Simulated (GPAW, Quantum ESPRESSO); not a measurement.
# Ta2N (P-3m1): the N K absorption edge, part 4 of 5

Aim: the N K edge of Ta2N (P-3m1) by two routes, a Lanczos recursion (XSpectra) and a sum over empty bands (GPAW), to see which features are robust.

Quantum ESPRESSO 7.5 and GPAW 26.7.0; core-hole supercells, plane-wave PAW LDA.

So far. Step 8 (Spectrum with XCH, N atom 3 (Quantum ESPRESSO)): The total-energy difference is 402.31 eV. One term is added: -7.76 eV, since the hole is spin-paired here and a spin-polarised one costs that much less in the free atom (computed apart). The photon energy is then 394.55 eV. The functional leaves an error in such absolute values: in the free atom LDA prices this hole 3.5 eV below PBE (computed apart), and PBE is itself good to a few eV.

### Step 11. Spectrum without a core hole, N atom 3 (GPAW)

Level of this step: X-ray absorption from dipole matrix elements to empty bands, plane-wave PAW LDA (GPAW).

This cheap baseline ignores the attraction of the hole: it shows the absorber's empty states as they are in the ground state. The data set with a hole of occupation 0 only carries the core orbital.

File xas.py:

```python
import numpy as np
from ase import Atoms
from ase.parallel import parprint, paropen
from gpaw import GPAW, PW, FermiDirac, Mixer, MixerDif, setup_paths
from gpaw.test import gen
setup_paths.insert(0, '.')
gen('N', name='nch1s', xcname='LDA', corehole=(1, 0, 0), write_xml=True)
from gpaw.mpi import world
world.barrier()

atoms = Atoms('Ta2N',
    cell=[[3.11286151, 0, 0],
     [-1.55643075, 2.69581714, 0],
     [0, 0, 4.869841]],
    scaled_positions=[[0.33333333, 0.66666667, 0.254711],
     [0.66666667, 0.33333333, 0.745289],
     [0, 0, 0]],
    pbc=True)
atoms.calc = calc = GPAW(legacy_gpaw=True, mode=PW(500, force_complex_dtype=True), xc='LDA', setups={2: 'nch1s'},
    kpts={'size': (12, 12, 7), 'gamma': True}, occupations=FermiDirac(0.1),
    charge=0, mixer=Mixer(0.1, 5, 50), maxiter=150,
    convergence={'density': 0.0001, 'eigenstates': 1e-6}, txt='scf.txt')
energy = atoms.get_potential_energy() + calc.get_reference_energy()
ef = calc.get_fermi_level()
out = dict(energy=energy, fermi=ef, forces=atoms.get_forces().tolist())
parprint(f'all-electron energy {energy:.4f} eV, Fermi level {ef:.4f} eV')
ev = np.array([[calc.get_eigenvalues(k, s) for k in range(len(calc.get_ibz_k_points()))] for s in range(calc.get_number_of_spins())])
out['homo'], out['lumo'], out['counts'] = ev[ev < ef].max(), ev[ev > ef].min(), sorted(set((ev < ef).sum((0, 2)).tolist()))
out['filled'] = (ev[:, 0] < ef).sum(1).tolist()

from ase.units import Ha
from gpaw.xas import dipole_matrix_elements
nb = int(calc.get_number_of_electrons() / 2) + 38
top = nb
nscf = calc.fixed_density(kpts={'size': (9, 9, 5), 'gamma': True},
    convergence={'eigenstates': 1.0}, txt='nscf.txt')
nscf.diagonalize_full_hamiltonian(nbands=nb)
cell = atoms.cell.array
ops = [cell.T @ U.T @ np.linalg.inv(cell.T) for U in nscf.wfs.kd.symmetry.op_scc]
E = np.arange(-25, 34, 0.1)
fwhm = np.interp(E, [4, 25], [0.9, 3.5])
Y, X, zero, highest = 0, 0, 1e9, 1e9
for spin in range(nscf.get_number_of_spins()):
    wfs = nscf.wfs
    mine = wfs.bd.get_slice()  # this rank's bands
    A = dipole_matrix_elements(wfs.setups[2])
    eps = np.zeros((wfs.kd.nibzkpts, nb))
    d = np.zeros((3, A.shape[1], wfs.kd.nibzkpts, nb), complex)
    for kpt in wfs.kpt_u:
        if kpt.s == spin and 2 in kpt.P_ani:
            eps[kpt.k, mine] = kpt.eps_n * Ha
            d[:, :, kpt.k, mine] = (kpt.weight * wfs.nspins / 2) ** 0.5 * np.inner(A, kpt.P_ani[2])
    world.sum(eps)
    world.sum(d)
    T = np.einsum('amkn,bmkn->abkn', d, d.conj()).real
    T = sum(np.einsum('ai,ijkn,bj->abkn', R, T, R) for R in ops) / len(ops)
    empty = eps > ef
    zero, highest = min(zero, eps[empty].min()), min(highest, eps[:, top - 1].min())
    lines = [(eps, T, empty)] if spin == 0 else lines + [(eps, T, empty)]
for eps, T, empty in lines:
    f = np.einsum('aakn->akn', T).reshape(3, -1)
    x = eps.ravel() - zero
    w = np.interp(x, E, fwhm) / 2.35482
    g = np.exp(-0.5 * ((E[:, None] - x) / w) ** 2) / (w * (2 * np.pi) ** 0.5)
    Y = Y + (f * empty.ravel()) @ g.T
    X = X + (f * ~empty.ravel()) @ g.T
out.update(E=E.round(2).tolist(), xas=Y.tolist(), xes=X.tolist(), zero=zero, valid=highest - zero, nk=len(eps), nb=nb)
for i in range(0, len(E), 10):
    parprint(f'{E[i]:7.2f}', *(f'{v:10.3e}' for v in Y[:, i]))
import json
with paropen('out.json', 'w') as f:
    json.dump(out, f)
```

Run with:

```
$ OMP_NUM_THREADS=1 mpirun -n 4 gpaw python xas.py
```

Numbers of over 12 decimals in the logs are rounded to 6 here.

The program printed:

```text
Input parameters:
  convergence: {density: 0.0001,
                eigenstates: 1e-06}
  kpts: {gamma: True,
         size: (12, 12, 7)}
  maxiter: 150
  mixer: {backend: pulay,
          beta: 0.1,
          method: separate,
          nmaxold: 5,
          weight: 50}
  mode: {ecut: 500.0,
         force_complex_dtype: True,
         name: pw}
  occupations: {fixmagmom: False,
                name: fermi-dirac,
[...]
*p    :     0.734033
*d    :     0.000000
--------------------------------

Diagonalizing with gridspacing h=0.050

state   all-electron     PAW
-------------------------------
2s:      -0.676924    -0.677975
2p:      -0.265967    -0.268121
*d:                    0.048644
*f:                    0.076426
-------------------------------
all-electron energy -849348.8120 eV, Fermi level 12.9896 eV
[...]
32.00  1.088e-04  1.088e-04  9.681e-05
  33.00  8.919e-05  8.919e-05  1.085e-04
[key lines of the parts left out:]
Converged after 14 iterations.
Dipole moment: (-0.000000, -0.000000, -0.000000) |e|*Ang
Free energy:    -33.319302
Fermi level: 12.98959
```

Elapsed: 4.4 min, on 4 MPI ranks of Arm Neoverse V1, shared host; peak memory 0.42 GiB; 17 min of CPU time.

The N K spectrum, N atom 3, no core hole (energy from the lowest empty level; intensity scaled to a mean of 1 over the first 20 eV; polarised curves are means over the symmetry-equivalent atoms):

```
E (eV)  isotropic  ε ⊥ c  ε ∥ c
  -2.0       0.00   0.00   0.00
  -1.0       0.00   0.00   0.00
   0.0       0.35   0.37   0.29
   1.0       1.27   1.39   1.04
   2.0       1.85   1.82   1.92
   3.0       1.29   1.26   1.34
   4.0       1.32   1.07   1.84
   5.0       1.50   1.48   1.55
   6.0       1.72   2.02   1.13
   7.0       1.18   1.35   0.84
   8.0       0.98   0.84   1.28
   9.0       1.03   0.93   1.21
  10.0       1.24   1.18   1.36
  11.0       1.05   1.01   1.12
  12.0       0.72   0.79   0.59
  13.0       0.80   0.96   0.47
  14.0       0.85   0.97   0.60
  15.0       0.69   0.69   0.68
  16.0       0.60   0.56   0.70
  17.0       0.58   0.53   0.68
  18.0       0.49   0.45   0.57
  19.0       0.40   0.37   0.45
  20.0       0.39   0.36   0.45
  21.0       0.44   0.38   0.57
  22.0       0.49   0.40   0.67
  23.0       0.53   0.44   0.71
  24.0       0.56   0.49   0.70
  25.0       0.57   0.53   0.66
  26.0       0.58   0.59   0.58
  27.0       0.61   0.67   0.49
  28.0       0.64   0.76   0.41
  29.0       0.68   0.83   0.37
  30.0       0.69   0.84   0.41
  31.0       0.67   0.76   0.48
  32.0       0.61   0.63   0.56
```

Main maxima below 24 eV (height): 1.9 eV (1.85), 3.5 eV (1.46), 5.8 eV (1.74), 10.1 eV (1.24) and 13.7 eV (0.86). 

The same matrix elements for filled bands give the N K emission of N atom 3 (ground-state approximation; energy from the lowest empty level, largest value 1):

```
E (eV)  emission
-24.00      0.00
-23.25      0.00
-22.50      0.00
-21.75      0.00
-21.00      0.00
-20.25      0.00
-19.50      0.00
-18.75      0.00
-18.00      0.00
-17.25      0.00
-16.50      0.00
-15.75      0.00
-15.00      0.00
-14.25      0.00
-13.50      0.00
-12.75      0.00
-12.00      0.00
-11.25      0.00
-10.50      0.00
 -9.75      0.00
 -9.00      0.03
 -8.25      0.31
 -7.50      0.41
 -6.75      0.82
 -6.00      0.70
 -5.25      0.05
 -4.50      0.01
 -3.75      0.04
 -3.00      0.07
 -2.25      0.08
 -1.50      0.07
 -0.75      0.03
  0.00      0.03
  0.75      0.00
  1.50      0.00
  2.25      0.00
  3.00      0.00
```

Emission maxima: -6.4 eV (1.00) and -2.0 eV (0.08).

### Step 12. Supercell without a hole, the energy reference (GPAW)

Total energies of two programs can't be mixed, so the cell and mesh of GPAW's hole run get a reference energy of their own.

File scf.py:

```python
import numpy as np
from ase import Atoms
from ase.parallel import parprint, paropen
from gpaw import GPAW, PW, FermiDirac, Mixer, MixerDif, setup_paths
from gpaw.test import gen
setup_paths.insert(0, '.')
gen('N', name='nch1s', xcname='LDA', corehole=(1, 0, 0), write_xml=True)
from gpaw.mpi import world
world.barrier()

atoms = Atoms('Ta16N8',
    cell=[[-4.66929226, 2.69581714, 4.869841],
     [4.66929226, -2.69581714, 4.869841],
     [3.11286151, 5.39163429, 4.869841]],
    scaled_positions=[[0.08568883, 0.91902217, 0.25],
     [0.58568883, 0.41902217, 0.25],
     [0.71068883, 0.04402217, 0.5],
     [0.21068883, 0.54402217, 0.5],
     [0.33568883, 0.16902217, 0.75],
     [0.83568883, 0.66902217, 0.75],
     [0.96068883, 0.29402217, 0],
     [0.46068883, 0.79402217, 0],
     [0.16431117, 0.33097783, 0.25],
     [0.66431117, 0.83097783, 0.25],
     [0.78931117, 0.45597783, 0.5],
     [0.28931117, 0.95597783, 0.5],
     [0.41431117, 0.58097783, 0.75],
     [0.91431117, 0.08097783, 0.75],
     [0.03931117, 0.70597783, 0],
     [0.53931117, 0.20597783, 0],
     [0, 0, 0],
     [0.5, 0.5, 0],
     [0.625, 0.125, 0.25],
     [0.125, 0.625, 0.25],
     [0.25, 0.25, 0.5],
     [0.75, 0.75, 0.5],
     [0.875, 0.375, 0.75],
     [0.375, 0.875, 0.75]],
    pbc=True)
atoms.calc = calc = GPAW(legacy_gpaw=True, mode=PW(500, force_complex_dtype=True), xc='LDA', setups={16: 'nch1s'},
    kpts={'size': (3, 3, 3), 'gamma': True}, occupations=FermiDirac(0.1),
    charge=0, mixer=Mixer(0.1, 5, 50), maxiter=150,
    convergence={'density': 0.0001, 'eigenstates': 1e-6}, txt='scf.txt')
energy = atoms.get_potential_energy() + calc.get_reference_energy()
ef = calc.get_fermi_level()
out = dict(energy=energy, fermi=ef, forces=atoms.get_forces().tolist())
parprint(f'all-electron energy {energy:.4f} eV, Fermi level {ef:.4f} eV')
ev = np.array([[calc.get_eigenvalues(k, s) for k in range(len(calc.get_ibz_k_points()))] for s in range(calc.get_number_of_spins())])
out['homo'], out['lumo'], out['counts'] = ev[ev < ef].max(), ev[ev > ef].min(), sorted(set((ev < ef).sum((0, 2)).tolist()))
out['filled'] = (ev[:, 0] < ef).sum(1).tolist()
import json
with paropen('out.json', 'w') as f:
    json.dump(out, f)
```

Run with:

```
$ OMP_NUM_THREADS=1 mpirun -n 4 gpaw python scf.py
```

The program printed:

```text
Input parameters:
  convergence: {density: 0.0001,
                eigenstates: 1e-06}
  kpts: {gamma: True,
         size: (3, 3, 3)}
  maxiter: 150
  mixer: {backend: pulay,
          beta: 0.1,
          method: separate,
          nmaxold: 5,
          weight: 50}
  mode: {ecut: 500.0,
         force_complex_dtype: True,
         name: pw}
  occupations: {fixmagmom: False,
                name: fermi-dirac,
[...]
2s(2) :    -0.676924     1.071713
*s    :     0.323076
2p(3) :    -0.265967     0.952074
*p    :     0.734033
*d    :     0.000000
--------------------------------

Diagonalizing with gridspacing h=0.050

state   all-electron     PAW
-------------------------------
2s:      -0.676924    -0.677975
2p:      -0.265967    -0.268121
*d:                    0.048644
*f:                    0.076426
-------------------------------
all-electron energy -6794790.3957 eV, Fermi level 12.9582 eV
[key lines of the parts left out:]
Converged after 19 iterations.
Dipole moment: (-0.000000, -0.000000, -0.000000) |e|*Ang
Free energy:   -266.476135
Fermi level: 12.95821
```

The job ended after 5.2 min (4 MPI ranks; peak memory 0.6 GiB).

Reference energy: -6794790.396 eV with the cores included.

[end of part 4 of 5]

[Banner, clock and machine lines of the logs are left out without a mark of their own.]

[Logs are printed without paths, hosts, clocks, repeated set-up lines and the standing remarks that a program may print on its own settings, such as how far it seeks lower states.]

[Hosts, paths, dates, database ids (printed as entryN), source tags and the programs' standing remarks are cut or masked in the printed files.]

[Lists of maxima count a maximum above −3 eV only where it reaches 4 % of the highest in the window and stands out from its surroundings by 2 % of it (1.5 % where it reaches 55 %); shoulders and weaker maxima are passed over, and of the rest the first, up to two pre-edge ones and the few strongest are named.]
